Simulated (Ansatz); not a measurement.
# SrLiCO3F (built on the sites of a database entry of RbSrCO3F): following an unstable mode, part 3 of 3

Which phase does SrLiCO3F (built on the sites of a database entry of RbSrCO3F) fall into along its unstable mode, and how much energy does it gain?

Ansatz 0.2.0; DFT LDA, scalar-relativistic, plane waves, PAW.

So far. Step 5 (Energy along the mode, all amplitudes (two of the runs …): The lowest of the steps tried is the last one, at 0.6 Å, 55.4 meV/atom below the parent; the bottom of the well need not coincide with a step. Step 7 (The new phase in its own primitive cell): The largest force component left is 0.53 meV/Å and the pressure is 0.005 GPa, within the tolerances set. The cell now holds 14.97 Å³/atom.

The structure was built from a prototype and need not be the compound's stable phase.

## (8) Modes of the new phase

A relaxed structure may still be a saddle point, so its zone-centre modes are computed. The response to a homogeneous field gives the Born charges and the dielectric tensor.

The input, input.yaml:

```yaml
crystal:
  lattice:
    - [5.1304331418, 0.0, 0.0]
    - [-2.5652165709, 4.4430854332, 0.0]
    - [0.0, 0.0, 4.5961245418]
  atoms:
    - { symbol: Li, position: [0.3333333333, 0.6666666667, 0.2740618729] }
    - { symbol: Sr, position: [0.6666666667, 0.3333333333, 0.5216465773] }
    - { symbol: C, position: [0.0, 0.0, 0.4317861235] }
    - { symbol: O, position: [0.1440143471, 0.2880286943, 0.4365216806] }
    - { symbol: O, position: [0.1440143471, 0.8559856529, 0.4365216806] }
    - { symbol: O, position: [0.7119713057, 0.8559856529, 0.4365216806] }
    - { symbol: F, position: [0.6666666667, 0.3333333333, 0.0183395237] }
kpoints:
  mp_grid: { grid: [6, 6, 4] }
hamiltonian:
  xc: lda
scf:
  occupations: { method: fixed }
output:
  eigenvalues: true
phonons:
  method: dfpt
  dielectric: true
  rigid_motions: translations
```

On the command line:

```console
$ ansatz run input.yaml --threads 8 --pin off --max-ram 14336MiB --backend cpu --events-out ev --progress --plain --runs-dir out
```

Numbers of over 12 decimals in the logs are rounded to 6 here.

Log:

```text
[...]
Crystal: 7 atoms, lattice volume = 104.768 Å³
Basis set: ecut = 420 eV, 2085 PW (Γ), exchange–correlation on 72×72×64 points (8 copies of the dense FFT grid, shifted against one another)
Bands: 28, of which v1, the nominal top of the filled ones, is band 21 counted from 1 (20 counted from 0)
Symmetry: 6 space group operations
k-points: 76 of 144 (irreducible under 1 space group operation, time reversal used)
[...]
SCF iter   1: F=—  HF=-6355.090133 eV  |F-HF|=—  |Δ(HF+E_count)|=         —  Δρ=1.23e-2  dr2=1.35e-1  ethr=1.77e-3  ⟨swp⟩=5.4  Hψ=9941  notcnv=0  defer=323
[...]
SCF iter  10: F=-6355.046364 eV  HF=-6355.046364 eV  |F-HF|=6.37e-12  |Δ(HF+E_count)|=  1.92e-10  Δρ=1.07e-7  dr2=1.26e-11  ethr=1.00e-12  ⟨swp⟩=16.5  Hψ=16610  notcnv=0
SCF 1 converged in 10 iterations: F = -6355.046364 eV  dr2 = 1.26e-11
[...]
DFPT response loops at Γ: preconditioner auto → none (the input reference at scf.mixing.eps_inf says where Resta's filter doesn't serve); β = 0.50; Broyden in place of MSR1
── the response to a field inside a basis, on 6×6×4 k-points: an SCF that follows is theirs, and a resumed run solves both again ──
Bands: 22, of which v1, the nominal top of the filled ones, is band 21 counted from 1 (20 counted from 0)
k-points: 42 of 144 (irreducible under 2 space group operations, time reversal used)
[...]
Eigensolver: Dense (42 Hₖ)
SCF iter   1: F=—  HF=-6355.045683 eV  |F-HF|=—  |Δ(HF+E_count)|=         —  Δρ=5.54e-4  dr2=6.48e-5  ethr=1.00e-1
[...]
SCF iter   5: F=-6355.045653 eV  HF=-6355.045653 eV  |F-HF|=8.57e-9  |Δ(HF+E_count)|=   3.52e-8  Δρ=4.66e-6  dr2=1.44e-8  ethr=3.54e-10
SCF 1 converged in 5 iterations: F = -6355.045653 eV  dr2 = 1.44e-8
[...]
SCF converged after 10 iterations
Free energy (F): -6355.046364 eV
[...]
Internal energy: -6355.046364 eV  (E = F + TS)
E sigma→0 (E₀):  -6355.046364 eV
Fermi energy:    1.929274 eV
[...]
--- Band table (eV; the first three rows and the last of 76) ---
  k-point 0: bands = [... 17 lower, 0.6020, 0.6020, 0.7908, 1.9266, 6.3193, 7.5976, 9.7317, 9.7317, ... 3 higher]
  k-point 1: bands = [... 17 lower, 0.4798, 0.6195, 0.6195, 1.9281, 6.6134, 7.8140, 9.9389, 9.9389, ... 3 higher]
  k-point 2: bands = [... 17 lower, 0.4373, 0.6333, 0.6333, 1.9293, 6.6777, 8.6728, 10.1409, 10.1409, ... 3 higher]
  k-point 75: bands = [... 17 lower, 0.3899, 0.5448, 0.7030, 1.3065, 7.7180, 8.8547, 9.8930, 10.4192, ... 3 higher]
--- Phonons (Γ-DFPT): 11 representative perturbations + reference, on 76 of 144 k-points (Σ response iterations 41) ---
  k mesh reduced under 1 symmetry operation, with k and −k counted as one. Each operation leaves every solved perturbation unchanged. A smaller set is not considered because the run solves the response to a homogeneous field
  ASR residual: 9.416e-5 → 0.000e0 eV/Å²; symmetrization residual: 5.980e-6 eV/Å²
  ASR residual per site (eV/Å²): 7.35e-6 4.72e-5 4.65e-5 5.49e-5 5.49e-5 5.49e-5 9.42e-5
[...]
ε∞ (high-frequency dielectric tensor):
        2.364918     0.000000     0.000000
        0.000000     2.364918    -0.000000
        0.000000    -0.000000     1.975806
  ε⁰ (static dielectric tensor: ions relaxed, cell fixed):
       19.900516    -0.000000    -0.000000
       -0.000000    19.900516    -0.000000
       -0.000000    -0.000000     3.700754
  ε⁰ − ε∞ (ionic part):
       17.535599    -0.000000    -0.000000
       -0.000000    17.535599    -0.000000
       -0.000000    -0.000000     1.724948
  softest optical mode at Γ: 42.08 cm⁻¹; the repairs (sum rule, projections) moved no ω² at Γ by more than (2.51 cm⁻¹)²
  Born effective charges Z* (e; rows j = field, columns β = displacement):
    site 0:
         1.30296    0.00000    0.00000
        -0.00000    1.30296    0.00000
         0.00000    0.00000    0.84163
    site 1:
         2.29409    0.00000   -0.00000
        -0.00000    2.29409    0.00000
        -0.00000    0.00000    2.48860
    site 2:
         2.89789    0.00000    0.00000
        -0.00000    2.89789    0.00000
         0.00000    0.00000    0.30477
    site 3:
        -1.40636    0.00000    0.00000
        -0.00000   -2.36986    0.03690
         0.00000    0.03667   -0.55673
    site 4:
        -2.12898    0.41720    0.03196
         0.41720   -1.64724   -0.01845
         0.03176   -0.01834   -0.55673
    site 5:
        -2.12898   -0.41720   -0.03196
        -0.41720   -1.64724   -0.01845
        -0.03176   -0.01834   -0.55673
    site 6:
        -0.83062    0.00000    0.00000
        -0.00000   -0.83062    0.00000
        -0.00000    0.00000   -1.96479
  Z* charge neutrality: 1.052e-2 e pre-enforcement
  solved inside a basis spanned on kpoints, on 6×6×4 k-points, its susceptibility summed on 8×8×6: ε∞ is read to err by 5.4e-3, Z* by 1.6e-2 e (field_mesh: kpoints solves on kpoints); Z* is corrected for what the basis lacks
  optical modes at Γ without the LO–TO term, one row a degenerate level:
      ω (cm⁻¹)  modes    IR ((D/Å)²/amu)
         42.08      2             2.6551
        130.26      1             0.1777
        142.90      2             0.2995
        207.48      2             4.3970
        215.48      1             0.0000
        313.60      1             3.3894
        386.50      1             5.7615
        467.79      2            17.8134
        712.83      2             0.0048
        833.18      1             0.8328
[...]
optical modes at Γ + LO–TO along q̂ = [1.0000, 0.0000, 0.0000]:
      ω (cm⁻¹)  modes    IR ((D/Å)²/amu)
[...]
optical modes at Γ + LO–TO along q̂ = [0.0000, 1.0000, 0.0000]:
      ω (cm⁻¹)  modes    IR ((D/Å)²/amu)
[...]
optical modes at Γ + LO–TO along q̂ = [0.0000, 0.0000, 1.0000]:
      ω (cm⁻¹)  modes    IR ((D/Å)²/amu)
         42.08      2             2.6551
        133.91      1             0.0491
        142.90      2             0.2995
        207.48      2             4.3970
        215.48      1             0.0000
        334.49      1             0.4167
        467.79      2            17.8134
        478.79      1             8.4924
        712.83      2             0.0048
        839.34      1             1.1946
       1129.52      1             0.0457
       1484.66      2            55.6840
```

Wall time 45 s (8 threads of Arm Neoverse V2, shared host); peak memory 1.2 GiB; 5.4 min of CPU time.

This step gave:

```
sum-rule residual before enforcement                    : 9.42e-5 eV/Å²
miss of the charge sum rule                             : 0.01052 e
estimated error of the dielectric tensor                : 0.005408
estimated error of the Born charges                     : 0.01553 e
point group                                             : 3m
highest optical mode at the zone centre (no LO-TO term) : 1485 cm⁻¹
lowest optical zone-centre mode                         : 42.08 cm⁻¹
mean high-frequency dielectric constant                 : 2.235
largest Born charge (third of the trace)                : 2.359 e
mean static dielectric constant                         : 14.50
top of the zone-centre spectrum with the field          : 1567 cm⁻¹
```

Without the LO-TO term. Patterns of degenerate modes are one choice out of their space. The modes at Γ (shares of kinetic energy by element, %):

```csv
mode,frequency (cm⁻¹),symmetry,Li %,Sr %,C %,O %,F %
1,0.0,acoustic,4,50,7,28,11
2,0.0,acoustic,4,50,7,28,11
3,0.0,acoustic,4,50,7,28,11
4,42.1,E,2,5,1,4,88
5,42.1,E,2,5,1,4,88
6,130.3,A1,8,34,12,42,5
7,142.9,E,2,0,0,98,0
8,142.9,E,2,0,0,98,0
9,207.5,E,6,44,10,40,0
10,207.5,E,6,44,10,40,0
11,215.5,A2,0,0,0,100,0
12,313.6,A1,88,0,3,9,0
13,386.5,A1,0,16,0,0,84
14,467.8,E,81,0,0,18,0
15,467.8,E,81,0,0,18,0
16,712.8,E,6,0,9,85,0
17,712.8,E,6,0,9,85,0
18,833.2,A1,0,0,79,21,0
19,1129.3,A1,0,0,0,100,0
20,1484.7,E,0,0,73,27,0
21,1484.7,E,0,0,73,27,0
```

Displacements in mode 5 (42.1 cm⁻¹), the largest set to 1:
```
Li1 -0.25 -0.03  0.00
Sr2 -0.11 -0.01  0.00
C3  -0.13 -0.01  0.00
O4  -0.10 -0.01  0.01
O5  -0.12  0.00  0.05
O6  -0.13 -0.03 -0.05
F7   1.00  0.11  0.00
```

Displacements in mode 19 (1129.3 cm⁻¹), the largest set to 1:
```
Li1  0.00  0.00  0.16
Sr2  0.00  0.00  0.00
C3   0.00  0.00  0.00
O4   0.00  1.00 -0.02
O5   0.87 -0.50 -0.02
O6  -0.87 -0.50 -0.02
F7   0.00  0.00  0.00
```

Optical modes at the zone centre, without and with the macroscopic field of the longitudinal modes; each column is sorted by frequency, so a row need not hold one and the same mode. Modes with and without the field, by row:

```csv
rank among optical modes,no field (cm⁻¹),"q along (1, 0, 0) (cm⁻¹)","q along (0, 0, 1) (cm⁻¹)"
1,42.1,42.1,42.1
2,42.1,85,42.1
3,130.3,130.3,133.9
4,142.9,142.9,142.9
5,142.9,145.4,142.9
6,207.5,207.5,207.5
7,207.5,215.5,207.5
8,215.5,239,215.5
9,313.6,313.6,334.5
10,386.5,386.5,467.8
11,467.8,467.8,467.8
12,467.8,543.1,478.8
13,712.8,712.8,712.8
14,712.8,712.9,712.8
15,833.2,833.2,839.3
16,1129,1129,1130
17,1485,1485,1485
18,1485,1567,1485
```

Born charge (rows field, columns displacement) (e), principal values of the symmetric part by kind of site:

```csv
atom,atoms with these values,low,middle,high,mean
Li1,1,0.84,1.30,1.30,1.15
Sr2,1,2.29,2.29,2.49,2.36
C3,1,0.30,2.90,2.90,2.03
O4,3,-2.37,-1.41,-0.56,-1.44
F7,1,-1.96,-0.83,-0.83,-1.21
```

In full for Li1:

```
1.30 0.00 0.00
0.00 1.30 0.00
0.00 0.00 0.84
```

High-frequency dielectric tensor:

```
2.36 0.00 0.00
0.00 2.36 0.00
0.00 0.00 1.98
```

Static dielectric tensor (ions relaxed, fixed cell):

```
19.90  0.00  0.00
 0.00 19.90  0.00
 0.00  0.00  3.70
```

Transverse modes. Infrared lines, with heights relative to the strongest:

```csv
position (cm⁻¹),label,relative intensity
42,E,4.8
130,A1,0.3
143,E,0.5
208,E,7.9
216,A2,0.0
314,A1,6.1
386,A1,10
468,E,32
713,E,0.0
833,A1,1.5
1129,A1,0.1
1485,E,100
```

Before it was imposed, the acoustic sum rule was missed by 9.4e-5 eV/Å² and the charge sum rule by 0.011 e. Small misses are needed for a sound result but don't prove that mesh and cutoff are converged. The lowest optical mode is real, 42.1 cm⁻¹.

## (9) The phases reached

The phases reached along the modes that were followed are set side by side.

Energies are those of the first relaxation, on the mesh of the frozen mode; space group, volume and gap are those of the last relaxation. Phases, by row:

```csv
mode frozen in,space group,energy from parent (meV/atom),volume (Å³/atom),gap on mesh (eV),lowest zone-centre optical mode (cm⁻¹),largest shift (Å)
parent,P-6m2,0,14.25,3.431,–,–
"q = (0, -0.5, 0), 282i cm⁻¹",Pmn2_1,-133,15.04,4.586,–,1.43
"q = (0, 0, 0), 280i cm⁻¹",P3m1,-141.7,14.97,4.39,42.1,1.223
```

## (10) Outcome

```
unstable mode of the parent                                                      : q = (0, 0, 0), 280i cm⁻¹
depth at the lowest point sampled                                                : 55.4 meV/atom
largest atomic shift at that point                                               : 0.6 Å
space group reached (within 0.01 Å)                                              : P3m1
energy gained over the parent (first relaxation, on the mesh of the frozen mode) : 142 meV/atom
volume per atom, phase reached                                                   : 15.0 Å³
gap on the k-mesh, phase reached                                                 : 4.39 eV
lowest optical zone-centre mode, phase reached                                   : 42.1 cm⁻¹
highest optical mode at the zone centre (no LO-TO term), phase reached           : 1485 cm⁻¹
```

What this shows: Along this mode the structure falls into P3m1, 142 meV/atom below the parent. At the parent's cell the well is 55.39 meV/atom deep on the steps tried, with its lowest point at a shift of 0.6 Å. That is the last step tried, so the steps alone don't bracket the bottom of the well. Relaxing atoms and cell changes the gain by +86.31 meV/atom against the lowest step (energies at zero smearing). Most of the total comes from this relaxation. The new phase has no imaginary mode at the zone centre of its cell; other wavevectors were not checked. Of the 2 patterns followed to their end from this parent, this one reaches the lowest energy. Each path keeps the symmetry of its pattern, so a lower phase may lie along a pattern not tried. The q mesh stands for a supercell only 9.0 Å across, so branches between the solved wavevectors are rough. The program warns that the interpolation holds no quadrupole term, so branches close to Γ can be off in this crystal. The starting cell was built on a prototype and not taken from a measurement, so the phase need not exist.

[Logs are printed without paths, hosts, clocks, repeated set-up lines and the standing remarks that a program may print on its own settings, such as how far it seeks lower states.]

[Hosts, paths, dates, database ids (printed as entryN), source tags and the programs' standing remarks are cut or masked in the printed files.]
